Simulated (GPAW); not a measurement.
## Settings that the conductance of CO in line between two Re chains needs

How do the numerical settings move the conductance of CO in line between two Re chains?

Program: GPAW 26.7.0. Level of theory: GPAW LCAO, PAW setups; Landauer transmission from Green's functions with principal layers (ASE), zero bias. Results are calculated unless marked as measured.

### 1. The structure

The cell holds 16 atoms: 14 Re, 1 C and 1 O. Its edges and angles: a = 9.000 Å, b = 9.000 Å, c = 33.713 Å, α = 90.0°, β = 90.0°, γ = 90.0°. Regions: left lead, 7 atoms (7 Re); channel, 2 atoms (1 C and 1 O); right lead, 7 atoms (7 Re). Vacuum lies along a and b. The structure is stacked along c, and the current runs across the ab planes.

### 2. The reference run

All settings start at ordinary values; they are then varied in turn, with meshes following the cell where its length changes.

The input, run.py:

```python
import json
import numpy as np
from ase import Atoms
from ase.transport.calculators import TransportCalculator
from gpaw import GPAW, FermiDirac
from gpaw.lcao.tools import get_lcao_hamiltonian
from scipy.linalg import eigh

# The junction with lead layers at both ends, along the third cell vector
device = Atoms(
    ['Re', 'Re', 'Re', 'Re', 'Re', 'Re', 'Re', 'C', 'O', 'Re', 'Re', 'Re', 'Re', 'Re', 'Re', 'Re'],
    positions=[
        [4.50000, 4.50000, 1.12500],
        [4.50000, 4.50000, 3.37500],
        [4.50000, 4.50000, 5.62500],
        [4.50000, 4.50000, 7.87500],
        [4.50000, 4.50000, 10.12500],
        [4.50000, 4.50000, 12.37500],
        [4.50000, 4.50000, 14.62500],
        [4.50000, 4.50000, 16.33150],
        [4.50000, 4.50000, 17.49150],
        [4.50000, 4.50000, 19.08790],
        [4.50000, 4.50000, 21.33790],
        [4.50000, 4.50000, 23.58790],
        [4.50000, 4.50000, 25.83790],
        [4.50000, 4.50000, 28.08790],
        [4.50000, 4.50000, 30.33790],
        [4.50000, 4.50000, 32.58790]],
    cell=[[9.0, 0.0, 0.0], [0.0, 9.0, 0.0], [0.0, 0.0, 33.7129]],
    pbc=True)

# One principal layer of the lead: the first 5 atoms of the device
lead = Atoms(
    ['Re', 'Re', 'Re', 'Re', 'Re'],
    positions=[
        [4.50000, 4.50000, 1.12500],
        [4.50000, 4.50000, 3.37500],
        [4.50000, 4.50000, 5.62500],
        [4.50000, 4.50000, 7.87500],
        [4.50000, 4.50000, 10.12500]],
    cell=[[9.0, 0.0, 0.0], [0.0, 9.0, 0.0], [0.0, 0.0, 11.25]],
    pbc=True)

settings = dict(mode='lcao', basis='szp(dzp)', xc='PBE', h=0.18,
                occupations=FermiDirac(0.1), maxiter=250,
                mixer=dict(beta=0.1, nmaxold=8, weight=100.0),
                convergence=dict(density=0.0001))
energies = np.arange(-2, 2 + 1e-9, 0.05)
eta = 0.0001
n1, n2 = 1, 1
# k and -k transmit alike, so half of the mesh across the current serves
mesh = [(i, j) for i in range(n1) for j in range(n2) if (i, j) <= (-i % n1, -j % n2)]
weights = np.array([1 if (i, j) == (-i % n1, -j % n2) else 2 for i, j in mesh]) / (n1 * n2)

# [... helper functions left out ...]
fermi_lead = ground_state(lead, (1, 1, 10), 'lead.txt')
fermi_device = ground_state(device, (1, 1, 3), 'device.txt')
# [... loop over the mesh left out, but for ...]
        # Shift the lead onto the potential of the device's first layer
        shift = ((H[:, 0, 0] - H0[:, 0, 0]) / S0[0, 0]).real.mean()
# [...]
kT = 8.617333e-5 * 500
bias = [0.1, 0.2, 0.5, 1.0, 1.5, 2.0]
# [... integrals and printing left out ...]
```

Run with:

```console
$ OMP_NUM_THREADS=1 OPENBLAS_NUM_THREADS=1 python run.py
```

The program printed:

```text
basis functions: device 228, principal layer 75
Fermi level: lead -2.9486 eV, device -3.0062 eV; lead shifted by -0.0057 eV
largest coupling past the next layer 1.50e-06 eV, largest misfit of the first layer 0.139 eV
  E-E_F (eV)   T (one spin)  [channel counts left out]
    -2.000    1.6238e+00
    -1.950    1.6298e+00
    -1.900    1.6351e+00
    -1.850    1.6397e+00
    -1.800    1.6437e+00
    -1.750    1.6470e+00
    -1.700    1.6497e+00
    -1.650    1.6519e+00
    -1.600    1.6536e+00
    -1.550    1.6550e+00
    -1.500    1.6563e+00
    -1.450    1.6574e+00
    -1.400    1.6586e+00
    -1.350    1.6600e+00
    -1.300    1.6616e+00
    -1.250    1.6636e+00
[...]
1.650    1.6137e+00
     1.700    1.6043e+00
     1.750    1.5905e+00
     1.800    1.5628e+00
     1.850    1.5021e+00
     1.900    1.2794e+00
     1.950    1.0428e-01
     2.000    4.6114e-02
conductance at 500 K: 1.7792 G0 a cell; thermopower 0.1734 uV/K
current from the zero-bias T(E) at 0.1 V: 13.784 uA
current from the zero-bias T(E) at 0.2 V: 27.561 uA
current from the zero-bias T(E) at 0.5 V: 68.788 uA
current from the zero-bias T(E) at 1.0 V: 136.84 uA
current from the zero-bias T(E) at 1.5 V: 203.76 uA
current from the zero-bias T(E) at 2.0 V: 269.62 uA
```

The job ended after 2.7 min (1 thread of Arm Neoverse V2, shared host; peak memory 1.9 GiB).

This run has no spin polarisation, although Re can carry a moment.

Numbers from this step:

- conductance: 1.779 G₀
- largest coupling past the next principal layer: 1.50e-6 eV
- largest misfit of the first principal layer: 0.1387 eV
- shift that aligns the lead: -0.005693 eV
- basis functions of the junction: 228
- basis functions of a principal layer: 75
- transmission at the Fermi level (one spin): 1.780

One spin. Transmission, zone mean against energy, zero at the Fermi level:

| energy (eV) | transmission, zone mean |
| --- | --- |
| -2.00 | 1.62 |
| -1.85 | 1.64 |
| -1.70 | 1.65 |
| -1.60 | 1.65 |
| -1.45 | 1.66 |
| -1.30 | 1.66 |
| -1.15 | 1.67 |
| -1.05 | 1.68 |
| -0.90 | 1.69 |
| -0.75 | 1.71 |
| -0.60 | 1.73 |
| -0.50 | 1.75 |
| -0.35 | 1.77 |
| -0.20 | 1.78 |
| -0.05 | 1.78 |
| 0.00 | 1.78 |
| 0.05 | 1.78 |
| 0.20 | 1.77 |
| 0.35 | 1.75 |
| 0.50 | 1.74 |
| 0.60 | 1.73 |
| 0.75 | 1.71 |
| 0.90 | 1.70 |
| 1.05 | 1.69 |
| 1.15 | 1.68 |
| 1.30 | 1.67 |
| 1.45 | 1.65 |
| 1.60 | 1.62 |
| 1.70 | 1.60 |
| 1.85 | 1.50 |
| 2.00 | 0.0461 |

Not self-consistent under bias; the bias window is split evenly. Table of current through one cell, from the zero-bias transmission by bias:

| bias (V) | current through one cell, from the zero-bias transmission (μA) |
| --- | --- |
| 0.100 | 13.8 |
| 0.200 | 27.6 |
| 0.500 | 68.8 |
| 1.000 | 137 |
| 1.500 | 204 |
| 2.000 | 270 |

Couplings past the next layer reach 1.5e-6 eV, small enough to drop; the matrix elements of the cell's first layer differ from the bulk lead's by up to 0.14 eV. That layer keeps its own values in the calculation, and only beyond it is the lead taken as perfect. The Fermi levels of lead and junction count from different zeros of potential, one for each periodic cell; with both set to zero, the small remaining shift is what aligns them. Without spin-orbit coupling, which is large for these atoms, channel counts and T are those of the scalar-relativistic bands. By hand: G = 1.779 × 77.48 μS = 138 μS, a resistance of 7.25 kΩ; at 0.1 V a linear junction would pass 13.8 μA, and the integral over the bias window gives 13.8 μA.

### 3. Varying the grid spacing

The real-space grid carries density and potential; a coarse one breaks translation symmetry along the lead and scatters electrons that should pass.

run.py: that of step 2 with these lines changed.

```diff
@@ -43,3 +43,3 @@
 
-settings = dict(mode='lcao', basis='szp(dzp)', xc='PBE', h=0.18,
+settings = dict(mode='lcao', basis='szp(dzp)', xc='PBE', h=0.3,
                 occupations=FermiDirac(0.1), maxiter=250,
```

The program printed:

```text
basis functions: device 228, principal layer 75
Fermi level: lead -2.9459 eV, device -3.0031 eV; lead shifted by -0.0048 eV
largest coupling past the next layer 1.50e-06 eV, largest misfit of the first layer 0.140 eV
  E-E_F (eV)   T (one spin)  [channel counts left out]
    -2.000    1.6291e+00
    -1.950    1.6349e+00
    -1.900    1.6401e+00
    -1.850    1.6446e+00
    -1.800    1.6484e+00
    -1.750    1.6517e+00
    -1.700    1.6544e+00
    -1.650    1.6566e+00
    -1.600    1.6584e+00
    -1.550    1.6600e+00
    -1.500    1.6613e+00
    -1.450    1.6626e+00
    -1.400    1.6640e+00
    -1.350    1.6655e+00
    -1.300    1.6673e+00
    -1.250    1.6694e+00
[...]
1.650    1.6263e+00
     1.700    1.6179e+00
     1.750    1.6047e+00
     1.800    1.5774e+00
     1.850    1.5082e+00
     1.900    1.2410e+00
     1.950    4.2777e-02
     2.000    4.3165e-02
conductance at 500 K: 1.784 G0 a cell; thermopower 0.1704 uV/K
current from the zero-bias T(E) at 0.1 V: 13.821 uA
current from the zero-bias T(E) at 0.2 V: 27.636 uA
current from the zero-bias T(E) at 0.5 V: 68.976 uA
current from the zero-bias T(E) at 1.0 V: 137.23 uA
current from the zero-bias T(E) at 1.5 V: 204.38 uA
current from the zero-bias T(E) at 2.0 V: 270.49 uA
```

Elapsed: 48 s, on 1 thread; peak memory 0.48 GiB.

Numbers from this step:

| Property | Result |
| --- | --- |
| conductance | 1.784 G₀ |
| largest misfit of the first principal layer | 0.1401 eV |
| shift that aligns the lead | -0.004782 eV |
| transmission at the Fermi level (one spin) | 1.785 |

One spin. Transmission, zone mean against energy, zero at the Fermi level:

energy (eV), transmission, zone mean and a bar:
```
    -2.00       1.63 ###########################
    -1.90       1.64 ###########################
    -1.80       1.65 ############################
    -1.70       1.65 ############################
    -1.55       1.66 ############################
    -1.45       1.66 ############################
    -1.35       1.67 ############################
    -1.25       1.67 ############################
    -1.15       1.68 ############################
    -1.05       1.68 ############################
    -0.90       1.70 ############################
    -0.80       1.71 #############################
    -0.70       1.72 #############################
    -0.60       1.74 #############################
    -0.50       1.75 #############################
    -0.40       1.77 ##############################
    -0.25       1.78 ##############################
    -0.15       1.78 ##############################
    -0.05       1.79 ##############################
     0.00       1.79 ##############################
     0.05       1.78 ##############################
     0.15       1.78 ##############################
     0.25       1.77 ##############################
     0.40       1.75 #############################
     0.50       1.74 #############################
     0.60       1.73 #############################
     0.70       1.72 #############################
     0.80       1.72 #############################
     0.90       1.71 #############################
     1.05       1.70 #############################
     1.15       1.69 ############################
     1.25       1.68 ############################
     1.35       1.67 ############################
     1.45       1.65 ############################
     1.55       1.64 ###########################
     1.70       1.62 ###########################
     1.80       1.58 ##########################
     1.90       1.24 #####################
     2.00       0.04
```

Not self-consistent under bias; the bias window is split evenly. The current through one cell, from the zero-bias transmission by bias:

| bias (V) | current through one cell, from the zero-bias transmission (μA) |
| --- | --- |
| 0.100 | 13.8 |
| 0.200 | 27.6 |
| 0.500 | 69.0 |
| 1.000 | 137 |
| 1.500 | 204 |
| 2.000 | 270 |

The conductance, 1.78 G₀, lies 0.3 % above that of the base run.

### 4. Varying the grid spacing

run.py: that of step 3 with these lines changed.

```diff
@@ -43,3 +43,3 @@
 
-settings = dict(mode='lcao', basis='szp(dzp)', xc='PBE', h=0.3,
+settings = dict(mode='lcao', basis='szp(dzp)', xc='PBE', h=0.26,
                 occupations=FermiDirac(0.1), maxiter=250,
```

The program printed:

```text
basis functions: device 228, principal layer 75
Fermi level: lead -2.9477 eV, device -3.0041 eV; lead shifted by -0.0058 eV
largest coupling past the next layer 1.50e-06 eV, largest misfit of the first layer 0.140 eV
  E-E_F (eV)   T (one spin)  [channel counts left out]
    -2.000    1.6240e+00
    -1.950    1.6299e+00
    -1.900    1.6352e+00
    -1.850    1.6398e+00
    -1.800    1.6437e+00
    -1.750    1.6470e+00
    -1.700    1.6496e+00
    -1.650    1.6518e+00
    -1.600    1.6536e+00
    -1.550    1.6550e+00
    -1.500    1.6562e+00
    -1.450    1.6574e+00
    -1.400    1.6586e+00
    -1.350    1.6601e+00
    -1.300    1.6617e+00
    -1.250    1.6638e+00
[...]
1.650    1.6156e+00
     1.700    1.6064e+00
     1.750    1.5922e+00
     1.800    1.5639e+00
     1.850    1.4991e+00
     1.900    1.2619e+00
     1.950    4.6209e-02
     2.000    4.6571e-02
conductance at 500 K: 1.78 G0 a cell; thermopower 0.1759 uV/K
current from the zero-bias T(E) at 0.1 V: 13.79 uA
current from the zero-bias T(E) at 0.2 V: 27.573 uA
current from the zero-bias T(E) at 0.5 V: 68.817 uA
current from the zero-bias T(E) at 1.0 V: 136.89 uA
current from the zero-bias T(E) at 1.5 V: 203.84 uA
current from the zero-bias T(E) at 2.0 V: 269.73 uA
```

It took 64 s on 1 thread; peak memory 0.73 GiB.

This step gave:

- conductance: 1.780 G₀
- shift that aligns the lead: -0.005802 eV
- transmission at the Fermi level (one spin): 1.781

One spin. Table of transmission, zone mean by energy, zero at the Fermi level:

energy (eV), transmission, zone mean and a bar:
```
   -2.000       1.62 ###########################
   -1.800       1.64 ############################
   -1.600       1.65 ############################
   -1.400       1.66 ############################
   -1.200       1.67 ############################
   -1.000       1.68 ############################
   -0.800       1.71 #############################
   -0.600       1.73 #############################
   -0.400       1.76 ##############################
   -0.200       1.78 ##############################
   -0.050       1.78 ##############################
    0.000       1.78 ##############################
    0.200       1.77 ##############################
    0.400       1.75 #############################
    0.600       1.73 #############################
    0.800       1.71 #############################
    1.000       1.70 #############################
    1.200       1.68 ############################
    1.400       1.66 ############################
    1.600       1.62 ###########################
    1.800       1.56 ##########################
    2.000       0.05
```

Not self-consistent under bias; the bias window is split evenly. Table of current through one cell, from the zero-bias transmission by bias:

| bias (V) | current through one cell, from the zero-bias transmission (μA) |
| --- | --- |
| 0.100 | 13.8 |
| 0.200 | 27.6 |
| 0.500 | 68.8 |
| 1.000 | 137 |
| 1.500 | 204 |
| 2.000 | 270 |

The conductance equals that of the base run to 0.2 %.

### 5. Grid spacing: h = 0.22

run.py: that of step 4 with these lines changed.

```diff
@@ -43,3 +43,3 @@
 
-settings = dict(mode='lcao', basis='szp(dzp)', xc='PBE', h=0.26,
+settings = dict(mode='lcao', basis='szp(dzp)', xc='PBE', h=0.22,
                 occupations=FermiDirac(0.1), maxiter=250,
```

The program printed:

```text
basis functions: device 228, principal layer 75
Fermi level: lead -2.9477 eV, device -3.0053 eV; lead shifted by -0.0057 eV
largest coupling past the next layer 1.50e-06 eV, largest misfit of the first layer 0.140 eV
  E-E_F (eV)   T (one spin)  [channel counts left out]
    -2.000    1.6262e+00
    -1.950    1.6321e+00
    -1.900    1.6375e+00
[...]
1.950    6.1861e-02
     2.000    4.6263e-02
conductance at 500 K: 1.7815 G0 a cell; thermopower 0.1693 uV/K
current from the zero-bias T(E) at 0.1 V: 13.802 uA
current from the zero-bias T(E) at 0.2 V: 27.598 uA
current from the zero-bias T(E) at 0.5 V: 68.879 uA
current from the zero-bias T(E) at 1.0 V: 137.02 uA
current from the zero-bias T(E) at 1.5 V: 204.04 uA
current from the zero-bias T(E) at 2.0 V: 270 uA
```

Elapsed: 86 s, on 1 thread; peak memory 1 GiB.

One spin. Transmission, zone mean against energy, zero at the Fermi level:

| energy (eV) | transmission, zone mean |
| --- | --- |
| -2.00 | 1.63 |
| -1.85 | 1.64 |
| -1.70 | 1.65 |
| -1.60 | 1.66 |
| -1.45 | 1.66 |
| -1.30 | 1.66 |
| -1.15 | 1.67 |
| -1.05 | 1.68 |
| -0.90 | 1.69 |
| -0.75 | 1.71 |
| -0.60 | 1.74 |
| -0.50 | 1.75 |
| -0.35 | 1.77 |
| -0.20 | 1.78 |
| -0.05 | 1.78 |
| 0.00 | 1.78 |
| 0.05 | 1.78 |
| 0.20 | 1.77 |
| 0.35 | 1.76 |
| 0.50 | 1.74 |
| 0.60 | 1.73 |
| 0.75 | 1.72 |
| 0.90 | 1.70 |
| 1.05 | 1.69 |
| 1.15 | 1.69 |
| 1.30 | 1.67 |
| 1.45 | 1.65 |
| 1.60 | 1.63 |
| 1.70 | 1.61 |
| 1.85 | 1.50 |
| 2.00 | 0.0463 |

The conductance equals that of the base run to 0.2 %.

### 6. Grid spacing: h = 0.16

run.py: that of step 5 with these lines changed.

```diff
@@ -43,3 +43,3 @@
 
-settings = dict(mode='lcao', basis='szp(dzp)', xc='PBE', h=0.22,
+settings = dict(mode='lcao', basis='szp(dzp)', xc='PBE', h=0.16,
                 occupations=FermiDirac(0.1), maxiter=250,
```

The program printed:

```text
basis functions: device 228, principal layer 75
Fermi level: lead -2.9486 eV, device -3.0064 eV; lead shifted by -0.0053 eV
largest coupling past the next layer 1.50e-06 eV, largest misfit of the first layer 0.140 eV
  E-E_F (eV)   T (one spin)  [channel counts left out]
    -2.000    1.6236e+00
    -1.950    1.6295e+00
    -1.900    1.6348e+00
[...]
1.950    1.2693e-01
     2.000    4.6021e-02
conductance at 500 K: 1.779 G0 a cell; thermopower 0.1735 uV/K
current from the zero-bias T(E) at 0.1 V: 13.782 uA
current from the zero-bias T(E) at 0.2 V: 27.558 uA
current from the zero-bias T(E) at 0.5 V: 68.779 uA
current from the zero-bias T(E) at 1.0 V: 136.82 uA
current from the zero-bias T(E) at 1.5 V: 203.73 uA
current from the zero-bias T(E) at 2.0 V: 269.57 uA
```

Elapsed: 3.4 min, on 1 thread; peak memory 2.4 GiB.

One spin. Table of transmission, zone mean by energy, zero at the Fermi level:

| energy (eV) | transmission, zone mean |
| --- | --- |
| -2.00 | 1.62 |
| -1.90 | 1.63 |
| -1.80 | 1.64 |
| -1.70 | 1.65 |
| -1.55 | 1.65 |
| -1.45 | 1.66 |
| -1.35 | 1.66 |
| -1.25 | 1.66 |
| -1.15 | 1.67 |
| -1.05 | 1.68 |
| -0.90 | 1.69 |
| -0.80 | 1.70 |
| -0.70 | 1.72 |
| -0.60 | 1.73 |
| -0.50 | 1.75 |
| -0.40 | 1.76 |
| -0.25 | 1.77 |
| -0.15 | 1.78 |
| -0.05 | 1.78 |
| 0.00 | 1.78 |
| 0.05 | 1.78 |
| 0.15 | 1.77 |
| 0.25 | 1.76 |
| 0.40 | 1.75 |
| 0.50 | 1.74 |
| 0.60 | 1.73 |
| 0.70 | 1.72 |
| 0.80 | 1.71 |
| 0.90 | 1.70 |
| 1.05 | 1.69 |
| 1.15 | 1.68 |
| 1.25 | 1.67 |
| 1.35 | 1.66 |
| 1.45 | 1.65 |
| 1.55 | 1.63 |
| 1.70 | 1.60 |
| 1.80 | 1.56 |
| 1.90 | 1.27 |
| 2.00 | 0.0460 |

The conductance equals that of the base run to 0.2 %.

### 7. Varying the grid spacing

run.py: that of step 6 with these lines changed.

```diff
@@ -43,3 +43,3 @@
 
-settings = dict(mode='lcao', basis='szp(dzp)', xc='PBE', h=0.16,
+settings = dict(mode='lcao', basis='szp(dzp)', xc='PBE', h=0.14,
                 occupations=FermiDirac(0.1), maxiter=250,
```

The program printed:

```text
basis functions: device 228, principal layer 75
Fermi level: lead -2.9486 eV, device -3.0065 eV; lead shifted by -0.0057 eV
largest coupling past the next layer 1.50e-06 eV, largest misfit of the first layer 0.139 eV
  E-E_F (eV)   T (one spin)  [channel counts left out]
    -2.000    1.6235e+00
    -1.950    1.6294e+00
    -1.900    1.6347e+00
[...]
1.950    1.1342e-01
     2.000    4.6004e-02
conductance at 500 K: 1.7787 G0 a cell; thermopower 0.1737 uV/K
current from the zero-bias T(E) at 0.1 V: 13.78 uA
current from the zero-bias T(E) at 0.2 V: 27.553 uA
current from the zero-bias T(E) at 0.5 V: 68.767 uA
current from the zero-bias T(E) at 1.0 V: 136.79 uA
current from the zero-bias T(E) at 1.5 V: 203.7 uA
current from the zero-bias T(E) at 2.0 V: 269.53 uA
```

The job ended after 4.3 min (1 thread; peak memory 3.5 GiB).

One spin. Table of transmission, zone mean by energy, zero at the Fermi level:

| energy (eV) | transmission, zone mean |
| --- | --- |
| -2.000 | 1.62 |
| -1.800 | 1.64 |
| -1.600 | 1.65 |
| -1.400 | 1.66 |
| -1.200 | 1.67 |
| -1.000 | 1.68 |
| -0.800 | 1.70 |
| -0.600 | 1.73 |
| -0.400 | 1.76 |
| -0.200 | 1.78 |
| -0.050 | 1.78 |
| 0.000 | 1.78 |
| 0.200 | 1.77 |
| 0.400 | 1.75 |
| 0.600 | 1.73 |
| 0.800 | 1.71 |
| 1.000 | 1.69 |
| 1.200 | 1.68 |
| 1.400 | 1.65 |
| 1.600 | 1.62 |
| 1.800 | 1.56 |
| 2.000 | 0.0460 |

The conductance equals that of the base run to 0.2 %.

### 8. Convergence in the grid spacing

The runs and the base run on one axis.

This step: convergence of the conductance (GPAW 26.7.0).

Table of conductance by grid spacing:

| grid spacing (Å) | conductance (G₀) |
| --- | --- |
| 0.1400 | 1.78 |
| 0.1600 | 1.78 |
| 0.1800 | 1.78 |
| 0.2200 | 1.78 |
| 0.2600 | 1.78 |
| 0.3000 | 1.78 |

(Part 1 of 3 ends here.)

[Logs are printed without paths, hosts, clocks, repeated set-up lines and the standing remarks that a program may print on its own settings, such as how far it seeks lower states.]

[Hosts, paths, dates, database ids (printed as entryN), source tags and the programs' standing remarks are cut or masked in the printed files.]
